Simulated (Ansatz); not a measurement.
# Tc of Ga (Cmce) from its phonons, part 2 of 2

Wanted: λ, ω_log and Tc of Ga (Cmce). The cell shown first is a relaxed one, from steps not shown here.

Ansatz 0.2.0; DFT PBE, scalar-relativistic, plane waves, PAW.

So far, coupling constant λ: step 2 (electron–phonon run: q 3×3×3, k 9×9×9, scattering 12×12×12) 0.452. Also log mean phonon energy ħω_log (meV): step 2 10.5.

In doubt: the program doubts the meshes or the phonons of the coupling sums, which bears on λ, Tc and transport values.

## Step 3: Electron–phonon run: q 3×3×3, k 12×12×12, scattering 20×20×16

The next rung changes the k mesh of the density and its response; the scattering mesh, which samples the Fermi surface.

input.yaml

```yaml
crystal:
  lattice:
    - [2.3253121773, -3.8849263426, 0.0]
    - [2.3253121773, 3.8849263426, 0.0]
    - [0.0, 0.0, 4.5030729286]
  atoms:
    - { symbol: Ga, position: [0.8442575269, 0.1557424731, 0.0824522821] }
    - { symbol: Ga, position: [0.6557424731, 0.3442575269, 0.5824522821] }
    - { symbol: Ga, position: [0.1557424731, 0.8442575269, 0.9175477179] }
    - { symbol: Ga, position: [0.3442575269, 0.6557424731, 0.4175477179] }
kpoints:
  mp_grid: { grid: [12, 12, 12] }
hamiltonian:
  xc: pbe
scf:
  occupations: { method: methfessel_paxton, width: 0.2 }
output:
  eigenvalues: true
phonons:
  method: dfpt
  qmesh: [3, 3, 3]
  temperatures: { t_max: 1000, t_step: 50 }
  qpath:
    path:
      - [[0.0, 0.0, 0.0], [-0.5, 0.5, 0.0]]
      - [[0.0, 0.0, 0.0], [0.0, 0.0, 0.5]]
    npoints: 6
  electrical_resistivity:
    mesh: [20, 20, 16]
    temperatures: [20.0, 50.0, 80.0, 100.0, 150.0, 200.0, 273.0, 300.0, 400.0, 500.0, 600.0, 800.0]
  superconductivity: { mesh: [20, 20, 16] }
```

Run with:

```sh
$ ansatz run input.yaml --threads 16 --pin off --max-ram 92160MiB --backend cuda --events-out ev --progress --plain --runs-dir out --max-vram 78GiB
```

Numbers of over 12 decimals in the logs are rounded to 6 here.

The program printed:

```text
[...]
Crystal: 4 atoms, lattice volume = 81.359 Å³
Basis set: ecut = 420 eV, 1597 PW (Γ), exchange–correlation on 64×64×64 points (8 copies of the dense FFT grid, shifted against one another)
Bands: 32, of which v1, the nominal top of the filled ones, is band 26 counted from 1 (25 counted from 0)
Symmetry: 8 space group operations
k-points: 301 of 1728
[...]
SCF iter   1: F=—  HF=-15132.078998 eV  |F-HF|=—  |Δ(HF+E_count)|=         —  Δρ=1.26e-3  dr2=1.35e-3  ethr=1.77e-3  ⟨swp⟩=5.1  Hψ=34325  notcnv=0
[...]
SCF iter   2: F=—  HF=-15132.077489 eV  |F-HF|=—  |Δ(HF+E_count)|=   1.51e-3  S|Δr|=    0.00e0  Δρ=8.29e-4  dr2=5.75e-4  ethr=2.60e-6  ⟨swp⟩=2.0  Hψ=19249  notcnv=0
[...]
SCF iter  10: F=-15132.077601 eV  HF=-15132.077601 eV  |F-HF|=0.00e0  |Δ(HF+E_count)|=  1.27e-11  S|Δr|=    0.00e0  Δρ=7.36e-8  dr2=3.84e-12  ethr=1.00e-12  ⟨swp⟩=4.3  Hψ=49912  notcnv=0
SCF 1 converged in 10 iterations: F = -15132.077601 eV  dr2 = 3.84e-12
[...]
SCF iter   2: F=—  HF=-15132.077601 eV  |F-HF|=—  |Δ(HF+E_count)|=   1.47e-4  S|Δr|=    0.00e0  Δρ=5.64e-7  dr2=1.02e-10  ethr=1.17e-12  ⟨swp⟩=3.3  Hψ=25139  notcnv=0
[...]
SCF iter   5: F=-15132.077601 eV  HF=-15132.077601 eV  |F-HF|=3.64e-12  |Δ(HF+E_count)|=  1.82e-12  S|Δr|=    0.00e0  Δρ=1.05e-7  dr2=4.60e-12  ethr=1.00e-12  ⟨swp⟩=1.8  Hψ=22273  notcnv=0
SCF 2 converged in 5 iterations: F = -15132.077601 eV  dr2 = 4.60e-12
[...]
NSCF: frozen V_eff on 301 k-points, pencils in batches of 32, up to order 128
[...]
NSCF: frozen V_eff on 301 k-points
[...]
SCF 3 converged in 10 iterations: F = -15132.077601 eV  dr2 = 3.84e-12
[...]
SCF converged after 10 iterations
[...]
vibrations of 27 cells: unjudged by the run; compare a larger repeat
[...]
--- Superconductivity: potentials and phonons of a 3×3×3 supercell ---
           mesh         λ    ħω_log (meV)  μ* declared at (meV)
       20×20×16    0.4864          10.423               13.578
        10×10×8    0.4437          10.536               13.663
          5×5×4    0.4227          11.370               14.990
  λ by the species' shares of the modes' patterns: Ga 0.4864
[...]
0.08      1.767         1.811         1.607         1.609         1.748         1.748          1.748
      0.10      1.315         1.345         1.155         1.157         1.289         1.289          1.289
      0.12      0.934         0.953         0.795         0.795         0.917         0.917          0.917
      0.13      0.771         0.786         0.646         0.647         0.762         0.762          0.762
      0.14      0.626         0.637         0.518         0.518         0.626         0.626          0.626
      0.16      0.389         0.396         0.316         0.315         0.408         0.407          0.407
      0.20      0.108         0.110    none_found    none_found         0.145         0.144          0.144
  none_found: no transition down to 0.1 K
[...]
vibrations of 27 cells: unjudged by the run; compare a larger repeat
[...]
```

Run time: 2.7 min. Hardware: 1 × NVIDIA GB200 with 16 threads of Arm Neoverse V2, shared host; peak memory 7 GiB; 22 min of CPU time.

This step gave:

| Quantity | Value |
| --- | --- |
| zero-point energy | 0.08793 eV/cell |
| share of imaginary modes in the plain interpolation between solved wavevectors | 0 |
| highest frequency, solved or plainly interpolated | 222.8 cm⁻¹ |
| Debye temperature (second moment) | 245 K |
| resistivity at 300 K | 26.63 μΩ cm, mean of the axes |
| coupling constant λ | 0.4864 |
| density of states at the Fermi level | 0.446 states/eV a spin and cell |
| log mean phonon energy ħω_log | 10.42 meV |
| transport coupling constant λ_tr | 0.5093, 0.4631, 0.4438 (xx, yy, zz) |
| Drude plasma energy | 7.742, 3.068, 5.736 eV (xx, yy, zz) |
| resistivity times mean free path | 10.49, 47.94, 17.26 × 10⁻¹⁶ Ω m² (xx, yy, zz) |
| second-moment phonon energy ħω₂ | 13.58 meV |

An empty cell: under 1 mK by a formula, or no transition down to the floor of the Eliashberg search. Transition temperatures:

```csv
μ*,McMillan Tc (K),Allen–Dynes Tc (K),isotropic Fermi-surface Tc (K),isotropic full bandwidth Tc (K),anisotropic Fermi-surface Tc (K),anisotropic full bandwidth Tc (K),anisotropic narrow window Tc (K)
0.08,1.77,1.81,1.61,1.61,1.75,1.75,1.75
0.1,1.31,1.34,1.16,1.16,1.29,1.29,1.29
0.12,0.934,0.953,0.795,0.795,0.917,0.917,0.917
0.13,0.771,0.786,0.646,0.647,0.762,0.762,0.762
0.14,0.626,0.637,0.518,0.518,0.626,0.626,0.626
0.16,0.389,0.396,0.316,0.315,0.408,0.407,0.407
0.2,0.108,0.11,-,-,0.145,0.144,0.144
```

The Eliashberg function α²F has structure finer than the step of the table below, so its rows give means over 1 meV, whole bins alone (the curve runs from 0.111 to 28.2 meV). Peaks (meV: height): α²F 5.4: 0.155, 7.6: 0.182, 13.2: 0.256, 18.2: 0.301, 20.5: 0.286, 26.2: 0.271; α²F tr 5.6: 0.168, 7.6: 0.192, 13.2: 0.244, 18.2: 0.283, 20.5: 0.255, 26.2: 0.258.

Eliashberg function α²F against phonon energy; means over each step:

```csv
phonon energy (meV),α²F,α²F tr
1,4.0e-4,1.8e-4
2,0.00280,0.00186
3,0.0105,0.00819
4,0.0431,0.0380
5,0.111,0.116
6,0.104,0.115
7,0.153,0.160
8,0.149,0.163
9,0.0835,0.0848
10,0.0758,0.0629
11,0.104,0.103
12,0.163,0.172
13,0.226,0.217
14,0.167,0.167
15,0.0895,0.0817
16,0.102,0.0904
17,0.132,0.116
18,0.233,0.219
19,0.236,0.210
20,0.224,0.195
21,0.148,0.125
22,0.0332,0.0306
23,0,0
24,9.1e-5,2.1e-5
25,0.0302,0.0239
26,0.180,0.168
27,0.113,0.0948
```

Anisotropic full-bandwidth solution, weighted at the Fermi level. Gaps:

```csv
mu*,T (K),mean gap (meV),5 % (meV),95 % (meV),mean Z
0.1,0.322,0.188,0.119,0.227,1.48
0.1,0.645,0.179,0.113,0.216,1.48
0.1,0.967,0.144,0.0911,0.175,1.48
0.1,1.16,0.0978,0.0616,0.118,1.48
0.13,0.19,0.109,0.0628,0.136,1.48
0.13,0.381,0.104,0.0596,0.129,1.48
0.13,0.571,0.0835,0.0478,0.104,1.48
0.13,0.686,0.0565,0.0323,0.0702,1.48
0.16,0.102,0.057,0.0287,0.0734,1.48
0.16,0.203,0.0541,0.0272,0.0697,1.48
0.16,0.305,0.0435,0.0218,0.0561,1.48
0.16,0.366,0.0294,0.0147,0.0379,1.48
```

dTc/da2F against phonon energy:

```csv
phonon energy (meV),dTc/da2F (K/meV)
1,-
2,4.30
3,3.48
4,2.93
5,2.53
6,2.22
7,1.98
8,1.78
9,1.62
10,1.48
11,1.36
12,1.26
13,1.17
14,1.09
15,1.02
16,0.963
17,0.906
18,0.856
19,0.811
20,0.768
21,0.731
22,0.696
23,0.663
24,0.634
25,0.607
26,0.581
27,0.557
28,0.535
```

Share of the Fermi-level states against lambda of a state:

```csv
lambda of a state,share of the Fermi-level states
0.295,0.0059
0.309,0.0182
0.324,0.0132
0.338,0.0233
0.352,0.0165
0.367,0.0355
0.381,0.013
0.395,0.0275
0.410,0.0487
0.424,0.016
0.438,0.0139
0.453,0.0582
0.467,0.057
0.481,0.105
0.496,0.138
0.510,0.0469
0.524,0.0453
0.539,0.0681
0.553,0.0963
0.567,0.0584
0.582,0.0445
0.596,0.0272
0.610,0.0224
0.625,0.0011
```

## Step 4: Results

```yaml
meshes: q 3×3×3, k 12×12×12, scattering 20×20×16
coupling_constant_lambda: 0.486
log_mean_phonon_energy_omega_log: 10.4 meV
allen_dynes_tc_at_mu_star_0p1: 1.34 K
allen_dynes_tc_at_mu_star_0p13: 0.786 K
anisotropic_eliashberg_tc_at_mu_star_0p1: 1.29 K
anisotropic_eliashberg_tc_at_mu_star_0p13: 0.762 K
```

**Reading.** In the last run (PBE, q 3×3×3, k 12×12×12, scattering 20×20×16), with λ = 0.49 and ħω_log = 10.4 meV, Tc at μ* = 0.13 is 0.77 K by McMillan's formula, 0.79 K by Allen and Dynes's and 0.76 K by the anisotropic Eliashberg equations. Allen and Dynes's formula meets the measured 1.083 K at μ* near 0.11. Raising μ* from 0.10 to 0.16 lowers the Allen–Dynes value from 1.3 to 0.40 K. The mean gap at a quarter of Tc gives 2Δ/k_B Tc = 3.32, against 3.53 in weak-coupling theory. The gap spreads from 0.063 to 0.14 meV over nine tenths of the Fermi surface. By the run's own test λ is not converged in the fine mesh: it moves by 9 % between the two finest. The run's transport test calls it not converged in the mesh; ρ(300 K) moves by 14 % in the component that moves most. λ of these runs moves by 9 to 9 % between their two finest meshes, and Tc by more, so small gaps between the runs or to the measured value rank nothing. In 2 of the runs shown, the last among them, the interpolated phonons dip below zero somewhere, which the program warns of. Over the runs, λ takes the values 0.452 and 0.486, in the order shown. μ* is a typed number, phonons are harmonic, and spin fluctuations are left out; at μ* = 0.13 McMillan's formula turns 1 % in λ into about 5.3 % in Tc.

Comparison with the measured values:

```
                                                   quantity  measured  Allen–Dynes, PBE, q 3×3×3, fine 12×12×12  Eliashberg, PBE, q 3×3×3, fine 12×12×12  Allen–Dynes, PBE, q 3×3×3, fine 20×20×16  Eliashberg, PBE, q 3×3×3, fine 20×20×16
superconducting transition temperature (μ* = 0.13) (kelvin)     1.083                            0.52 (-52.2 %)                           0.53 (-51.3 %)                            0.79 (-27.4 %)                           0.76 (-29.6 %)
```

Measured values from Wikipedia's table of superconducting elements, as read in December (2026).

How well it matches: For the superconducting transition temperature, of the levels listed nearest comes Allen–Dynes, PBE, q 3×3×3, fine 20×20×16 (-27.4 %) and farthest Allen–Dynes, PBE, q 3×3×3, fine 12×12×12 (-52.2 %). Limits of convergence are named above.

[Logs are printed without paths, hosts, clocks, repeated set-up lines and the standing remarks that a program may print on its own settings, such as how far it seeks lower states.]

[Hosts, paths, dates, database ids (printed as entryN), source tags and the programs' standing remarks are cut or masked in the printed files.]
